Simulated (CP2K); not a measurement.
The N K edge of 2-pyrrolidone was computed by TDDFT (CP2K XAS_TDP, aug-cc-pVDZ, TDA) at these levels: PBEh(45%), PBEh(45%) + GW2X and PBEh(60%). The first three lines of N6 (bonded to 2 C and H) with a strength over 0.0015, energy in eV and strength:

```
run           first          second           third
  1  403.01 (0.020)  403.61 (0.012)  404.65 (0.004)
  2  403.62 (0.025)  404.20 (0.021)  405.70 (0.017)
  3  398.15 (0.020)  398.74 (0.012)  399.78 (0.004)
```

**Question.** Which run is which?

Run 1: PBEh(45%) + GW2X (45 % exact exchange). Run 2: PBEh(60%) (60 % exact exchange). Run 3: PBEh(45%) (45 % exact exchange). Self-interaction lifts the core level, so the uncorrected lines rise with the share of exact exchange. The GW2X run keeps the spacings of its parent: 0.60 eV between the first two lines in run 1, 0.59 eV in run 3. Its shift is +4.86 eV, since the Kohn–Sham level at this share of exchange lies that far above the quasiparticle level.

[Banner, clock and machine lines of the logs are left out without a mark of their own.]

[Logs are printed without paths, hosts, clocks, repeated set-up lines and the standing remarks that a program may print on its own settings, such as how far it seeks lower states.]

[Hosts, paths, dates, database ids (printed as entryN), source tags and the programs' standing remarks are cut or masked in the printed files.]
